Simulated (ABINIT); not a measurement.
# KBeI3 (Pm-3m): zone-centre phonons, part 2 of 3

Which modes does KBeI3 (Pm-3m) have at the zone centre?

ABINIT 10.8.3; DFT LDA, scalar-relativistic, plane waves, PseudoDojo norm-conserving pseudopotentials.

So far. Step 4 (Relaxation): The volume changes by +0.1 % in this run and stands +8.5 % from the first cell. The relaxed cell has a = 5.337 Å (conventional setting).

The structure was built from a prototype and need not be the compound's stable phase.

## Step 6: Linear response at Γ

At q = 0 one unit cell holds all displacements. The response is solved for single atoms along the cell's directions, and symmetry skips those that follow from others. The crystal is treated as a metal, which screens a static field, so no field response is asked.

Contents of dfpt_gamma.abi:

```

# common to the responses
getwfk_filepath "gso_WFK"
kptopt 2
nqpt 1
qpt 0.0 0.0 0.0
asr 0
chneut 0

# displacements
rfphon 1
rfatpol 1 5
rfdir 1 1 1
tolvrs 1.0d-10
prtwf 0

# basis, mesh and filling
ecut 38.0
ngkpt 4 4 4
nshiftk 1
shiftk 0.0 0.0 0.0
istwfk *1
occopt 3
tsmear 0.01
nband 25
nstep 100
diemac 1000000.0
prtebands 0
prtgsr 0
useylm 1

# cell and atoms
acell 3*1.0 Angstrom
rprim 
    5.336956521 0.0 0.0
    0.0 5.336956521 0.0
    0.0 0.0 5.336956521
ntypat 3
znucl 19 4 53
natom 5
typat 1 2 3 3 3
xred 
    0.0 0.0 0.0
    0.5 0.5 0.5
    0.5 0.5 0.0
    0.5 0.0 0.5
    0.0 0.5 0.5
pp_dirpath "./pseudo"
pseudos "K.upf, Be.upf, I.upf"
```

Started as:

```bash
$ OMP_NUM_THREADS=1 mpirun -n 4 abinit dfpt_gamma.abi > dfpt_gamma.log
```

Numbers of over 12 decimals in the logs are rounded to 6 here.

dfpt_gamma.abo, the main output file:

```text
[banners, grids, parts of the stress and lines that vanish by symmetry left out]
- input  file    -> dfpt_gamma.abi
- output file    -> dfpt_gamma.abo
- root for input  files -> dfpt_gammai
- root for output files -> dfpt_gammao

 Symmetries : space group Pm -3 m (#221); Bravais cP (primitive cubic)
================================================================================
 Values of the parameters that define the memory need of the present run (RF).
     intxc =       0      iscf =       7    lmnmax =      18     lnmax =       6
     mgfft =      60  mpssoang =       3    mqgrid =    3001     natom =       5
  nloc_mem =       1    nspden =       1   nspinor =       1    nsppol =       1
      nsym =      48    n1xccc =    2501    ntypat =       3    occopt =       3
   xclevel =       1
-    mband =          25        mffmem =           1         mkmem =           9
-   mkqmem =           9        mk1mem =           9           mpw =       11536
      nfft =      216000          nkpt =          36
- my_mband =          25
================================================================================
================================================================================

--------------------------------------------------------------------------------
------------- Echo of variables that govern the present computation ------------
--------------------------------------------------------------------------------
-
- outvars: echo of selected default values
-   iomode0 =  0 , fftalg0 =312 , wfoptalg0 =  0
-
- outvars: echo of global parameters not present in the input file
-  max_nthreads =    1
-
 -outvars: echo values of preprocessed input variables
 [... echo left out ...]
================================================================================

 chkinp: Checking input parameters for consistency.

[...]
== DATASET  1 ==================================================================
-   mpi_nproc: 4, omp_nthreads: 1 (-1 if OMP is not activated)

--- !DatasetInfo
iteration_state: {dtset: 1, }
dimensions: {natom: 5, nkpt: 36, mband: 25, nsppol: 1, nspinor: 1, nspden: 1, mpw: 11536, }
cutoff_energies: {ecut:  38.0, pawecutdg:  -1.0, }
electrons: {nelect:   3.40000000E+01, charge:   0.00000000E+00, occopt:   3.00000000E+00, tsmear:   1.00000000E-02, }
meta: {optdriver: 1, rfphon: 1, }
...

 mkfilename: getwfk from: gso_WFK

 Real(R)+Recip(G) space primitive vectors, cartesian coordinates (Bohr,Bohr^-1):
 R(1)= 10.0853862  0.0000000  0.0000000  G(1)=  0.0991534  0.0000000  0.0000000
 R(2)=  0.0000000 10.0853862  0.0000000  G(2)=  0.0000000  0.0991534  0.0000000
 R(3)=  0.0000000  0.0000000 10.0853862  G(3)=  0.0000000  0.0000000  0.0991534
 Unit cell volume ucvol=  1.0258352E+03 bohr^3
 Angles (23,13,12)=  9.00000000E+01  9.00000000E+01  9.00000000E+01 degrees
 setup1 : take into account q-point for computing boxcut.

 getcut: wavevector=  0.0000  0.0000  0.0000  ngfft=  60  60  60
         ecut(hartree)=     38.000   => boxcut(ratio)=   2.14389

--- Pseudopotential description ------------------------------------------------
- pspini: atom type   1  psp file is ./pseudo/K.upf

- pspini: atom type   2  psp file is ./pseudo/Be.upf

- pspini: atom type   3  psp file is ./pseudo/I.upf

   2.12569072E+03                                ecore*ucvol(ha*bohr**3)
--------------------------------------------------------------------------------

 ==>  initialize data related to q vector <==

 The list of irreducible perturbations for this q vector is:
    1)    idir= 1    ipert=   1
    2)    idir= 1    ipert=   2
    3)    idir= 1    ipert=   3
    4)    idir= 3    ipert=   3

[...]
The perturbation idir=   2  ipert=   1 is
 symmetric of a previously calculated perturbation.
 So, its SCF calculation is not needed.

 The perturbation idir=   3  ipert=   1 is
 symmetric of a previously calculated perturbation.
 So, its SCF calculation is not needed.

 The perturbation idir=   2  ipert=   2 is
 symmetric of a previously calculated perturbation.
 So, its SCF calculation is not needed.

 The perturbation idir=   3  ipert=   2 is
 symmetric of a previously calculated perturbation.
 So, its SCF calculation is not needed.

[...]
The perturbation idir=   2  ipert=   5 is
 symmetric of a previously calculated perturbation.
 So, its SCF calculation is not needed.

 The perturbation idir=   3  ipert=   5 is
 symmetric of a previously calculated perturbation.
 So, its SCF calculation is not needed.

--------------------------------------------------------------------------------
 Perturbation wavevector (in red.coord.)   0.000000  0.000000  0.000000
 Perturbation : displacement of atom   1   along direction   1
 Found     8 symmetries that leave the perturbation invariant.

[...]
dfpt_looppert : total number of electrons, from k and k+q
  fully or partially occupied states are    3.400000E+01 and    3.400000E+01.
 Initialisation of the first-order wave-functions :
  ireadwf=   0

--- !BeginCycle
iteration_state: {dtset: 1, }
solver: {iscf: 7, nstep: 100, nline: 4, wfoptalg: 0, }
tolerances: {tolvrs: 1.00E-10, }
...

     iter   2DEtotal(Ha)        deltaE(Ha) residm    vres2
-ETOT  1   8.421275     -3.364E+03 1.653E+01 1.144E+03
 ETOT  2   1.361122     -7.060E+00 7.589E-01 2.324E+03
 ETOT  3  0.592051     -7.691E-01 5.161E-02 5.439E+02
 ETOT  4  0.405737     -1.863E-01 1.479E-02 1.295E+01
 ETOT  5  0.398055     -7.682E-03 2.342E-02 1.862E-01
[...]
At SCF step   12       vres2   =  1.18E-12 < tolvrs=  1.00E-10 =>converged.
[...]
Mean square residual over all n,k,spin=   71.474E-07; max=  29.581E-04

 Thirteen components of 2nd-order total energy (hartree) are
 1,2,3: 0th-order hamiltonian combined with 1st-order wavefunctions
     kin0=   3.16646749E+03 eigvalue=   4.04831441E+02  local=  -2.94713925E+03
 4,5,6: 1st-order hamiltonian combined with 1st and 0th-order wfs
 loc psp =  -3.12293174E+03  Hartree=   9.44131203E+02     xc=  -2.11034660E+02
 note that "loc psp" includes a xc core correction that could be resolved
 7,8,9: eventually, occupation + non-local contributions
    edocc=   1.10078271E+02     enl0=   1.90472276E+03   enl1=  -3.62118277E+03
 1-9 gives the relaxation energy (to be shifted if some occ is /=2.0)
   erelax=  -3.37205725E+03
 10,11,12 Non-relaxation  contributions : frozen-wavefunctions and Ewald
 fr.local=   1.49588811E+03 fr.nonlo=   1.81170300E+03  Ewald=   9.34498471E+01
 13,14 Frozen wf xc core corrections (1) and (2)
 frxc 1  =  -2.20943366E+02  frxc 2 =   1.92357636E+02
 Resulting in :
 2DEtotal=    0.3979755086E+00 Ha. Also 2DEtotal=    0.108294652820E+02 eV
    (2DErelax=   -3.3720572540E+03 Ha. 2DEnonrelax=    3.3724552295E+03 Ha)
    (  non-var. 2DEtotal :    3.9797537063E-01 Ha)

[...]
Perturbation wavevector (in red.coord.)   0.000000  0.000000  0.000000
 Perturbation : displacement of atom   2   along direction   1
 Found     8 symmetries that leave the perturbation invariant.

[...]
dfpt_looppert : total number of electrons, from k and k+q
  fully or partially occupied states are    3.400000E+01 and    3.400000E+01.
 Initialisation of the first-order wave-functions :
  ireadwf=   0

--- !BeginCycle
iteration_state: {dtset: 1, }
solver: {iscf: 7, nstep: 100, nline: 4, wfoptalg: 0, }
tolerances: {tolvrs: 1.00E-10, }
...

     iter   2DEtotal(Ha)        deltaE(Ha) residm    vres2
-ETOT  1   1.467672     -8.070E+03 1.760E+02 3.999E+03
[...]
At SCF step   11       vres2   =  2.12E-11 < tolvrs=  1.00E-10 =>converged.
[...]
Mean square residual over all n,k,spin=   59.399E-07; max=  24.567E-04

 Thirteen components of 2nd-order total energy (hartree) are
 1,2,3: 0th-order hamiltonian combined with 1st-order wavefunctions
     kin0=   7.15216051E+03 eigvalue=   3.33966867E+03  local=  -2.60309160E+03
 4,5,6: 1st-order hamiltonian combined with 1st and 0th-order wfs
 loc psp =  -4.70389684E+03  Hartree=   1.36014003E+03     xc=  -5.57333912E+02
 note that "loc psp" includes a xc core correction that could be resolved
 7,8,9: eventually, occupation + non-local contributions
    edocc=   2.61003698E+02     enl0=  -8.78834025E+02   enl1=  -1.14435299E+04
 1-9 gives the relaxation energy (to be shifted if some occ is /=2.0)
   erelax=  -8.07371338E+03
 10,11,12 Non-relaxation  contributions : frozen-wavefunctions and Ewald
 fr.local=   2.28888826E+03 fr.nonlo=   5.73282710E+03  Ewald=   4.98399185E+01
 13,14 Frozen wf xc core corrections (1) and (2)
 frxc 1  =   0.00000000E+00  frxc 2 =   0.00000000E+00
 Resulting in :
 2DEtotal=   -0.2158105543E+01 Ha. Also 2DEtotal=   -0.587250434935E+02 eV
    (2DErelax=   -8.0737133785E+03 Ha. 2DEnonrelax=    8.0715552730E+03 Ha)
    (  non-var. 2DEtotal :   -2.1581057866E+00 Ha)

[...]
Perturbation wavevector (in red.coord.)   0.000000  0.000000  0.000000
 Perturbation : displacement of atom   3   along direction   1
 Found     4 symmetries that leave the perturbation invariant.

[...]
dfpt_looppert : total number of electrons, from k and k+q
  fully or partially occupied states are    3.400000E+01 and    3.400000E+01.
 Initialisation of the first-order wave-functions :
  ireadwf=   0

--- !BeginCycle
iteration_state: {dtset: 1, }
solver: {iscf: 7, nstep: 100, nline: 4, wfoptalg: 0, }
tolerances: {tolvrs: 1.00E-10, }
...

     iter   2DEtotal(Ha)        deltaE(Ha) residm    vres2
-ETOT  1   1.495574     -4.804E+02 4.895E+00 7.948E+02
[...]
At SCF step   10       vres2   =  7.84E-11 < tolvrs=  1.00E-10 =>converged.
[...]
Mean square residual over all n,k,spin=   28.843E-06; max=  16.939E-03

 Thirteen components of 2nd-order total energy (hartree) are
 1,2,3: 0th-order hamiltonian combined with 1st-order wavefunctions
     kin0=   3.45424595E+02 eigvalue=   4.51704075E+00  local=  -2.47643523E+02
 4,5,6: 1st-order hamiltonian combined with 1st and 0th-order wfs
 loc psp =  -3.66540893E+02  Hartree=   1.49186587E+02     xc=  -4.08146133E+01
 note that "loc psp" includes a xc core correction that could be resolved
 7,8,9: eventually, occupation + non-local contributions
    edocc=   2.66515615E+01     enl0=   2.43548094E+02   enl1=  -5.95198590E+02
 1-9 gives the relaxation energy (to be shifted if some occ is /=2.0)
   erelax=  -4.80869741E+02
 10,11,12 Non-relaxation  contributions : frozen-wavefunctions and Ewald
 fr.local=   1.36289307E+02 fr.nonlo=   3.02749326E+02  Ewald=   4.27556158E+01
 13,14 Frozen wf xc core corrections (1) and (2)
 frxc 1  =  -3.94930179E+01  frxc 2 =   3.96442509E+01
 Resulting in :
 2DEtotal=    0.1075740698E+01 Ha. Also 2DEtotal=    0.292723956343E+02 eV
    (2DErelax=   -4.8086974121E+02 Ha. 2DEnonrelax=    4.8194548190E+02 Ha)
    (  non-var. 2DEtotal :    1.0757405350E+00 Ha)

[...]
Perturbation wavevector (in red.coord.)   0.000000  0.000000  0.000000
 Perturbation : displacement of atom   3   along direction   3
 Found     8 symmetries that leave the perturbation invariant.

--------------------------------------------------------------------------------

--------------------------------------------------------------------------------

 dfpt_looppert : total number of electrons, from k and k+q
  fully or partially occupied states are    3.400000E+01 and    3.400000E+01.
 Initialisation of the first-order wave-functions :
  ireadwf=   0

--- !BeginCycle
iteration_state: {dtset: 1, }
solver: {iscf: 7, nstep: 100, nline: 4, wfoptalg: 0, }
tolerances: {tolvrs: 1.00E-10, }
...

     iter   2DEtotal(Ha)        deltaE(Ha) residm    vres2
-ETOT  1   3.535599     -4.736E+02 4.983E+00 7.860E+03
[...]
ETOT 10   1.978250     -3.507E-11 1.334E-03 1.287E-09
 ETOT 11   1.978250      6.537E-12 2.006E-03 1.498E-11

 At SCF step   11       vres2   =  1.50E-11 < tolvrs=  1.00E-10 =>converged.
[...]
Mean square residual over all n,k,spin=   48.594E-07; max=  20.061E-04

 Thirteen components of 2nd-order total energy (hartree) are
 1,2,3: 0th-order hamiltonian combined with 1st-order wavefunctions
     kin0=   3.21828090E+02 eigvalue=   7.61317323E+00  local=  -2.19402768E+02
 4,5,6: 1st-order hamiltonian combined with 1st and 0th-order wfs
 loc psp =  -3.83236867E+02  Hartree=   1.58187442E+02     xc=  -3.99519864E+01
 note that "loc psp" includes a xc core correction that could be resolved
 7,8,9: eventually, occupation + non-local contributions
    edocc=   3.55253594E+01     enl0=   2.11395743E+02   enl1=  -5.67153240E+02
 1-9 gives the relaxation energy (to be shifted if some occ is /=2.0)
   erelax=  -4.75195053E+02
 10,11,12 Non-relaxation  contributions : frozen-wavefunctions and Ewald
 fr.local=   4.57555693E+01 fr.nonlo=   2.81351037E+02  Ewald=   1.49982383E+02
 13,14 Frozen wf xc core corrections (1) and (2)
 frxc 1  =  -3.96807531E+01  frxc 2 =   3.97650664E+01
 Resulting in :
 2DEtotal=    0.1978249899E+01 Ha. Also 2DEtotal=    0.538309220971E+02 eV
    (2DErelax=   -4.7519505340E+02 Ha. 2DEnonrelax=    4.7717330330E+02 Ha)
    (  non-var. 2DEtotal :    1.9782497692E+00 Ha)

[...]
---- first-order wavefunction calculations are completed ----

 ==> Compute Derivative Database <==

 [... matrices left out ...]
  Phonon wavevector (reduced coordinates) :  0.00000  0.00000  0.00000
 Phonon energies in Hartree :
  -1.153742E-03 -1.153742E-03 -1.153742E-03  6.982629E-06  6.982630E-06
   6.982631E-06  1.834700E-04  1.834700E-04  1.834700E-04  2.431106E-04
   2.431106E-04  2.431106E-04  4.209583E-04  4.209583E-04  4.209583E-04
 Phonon frequencies in cm-1    :
- -2.532172E+02 -2.532172E+02 -2.532172E+02  1.532510E+00  1.532510E+00
-  1.532510E+00  4.026702E+01  4.026702E+01  4.026702E+01  5.335660E+01
-  5.335660E+01  5.335660E+01  9.238967E+01  9.238967E+01  9.238967E+01

== END DATASET(S) ==============================================================
================================================================================

 -outvars: echo values of variables after computation
            acell      1.8897261259E+00  1.8897261259E+00  1.8897261259E+00 Bohr
           etotal      1.9782498992E+00
            fcart      0.0000000000E+00  0.0000000000E+00  0.0000000000E+00
           strten      0.0000000000E+00  0.0000000000E+00  0.0000000000E+00
================================================================================
```

The job ended after 3.9 min (4 MPI ranks of Arm Neoverse V2, shared host).

Read from the output:

```yaml
largest_acoustic_frequency_at_the_zone_centre_before_the_sum_rule: 1.53 cm⁻¹
highest_optical_zone_centre_mode_no_lo_to_term: 92.39 cm⁻¹
lowest_optical_zone_centre_mode: -253.2 cm⁻¹
```

The acoustic modes at Γ come out as far as 1.5 cm⁻¹ from zero, where they should vanish, a small numerical error. The lowest optical mode is imaginary, 253i cm⁻¹, an instability at this level and on this k mesh.

[end of part 2 of 3]

[Host names and launcher messages were left out of these logs when they were recorded.]

[Logs are printed without paths, hosts, clocks, repeated set-up lines and the standing remarks that a program may print on its own settings, such as how far it seeks lower states.]

[Hosts, paths, dates, database ids (printed as entryN), source tags and the programs' standing remarks are cut or masked in the printed files.]
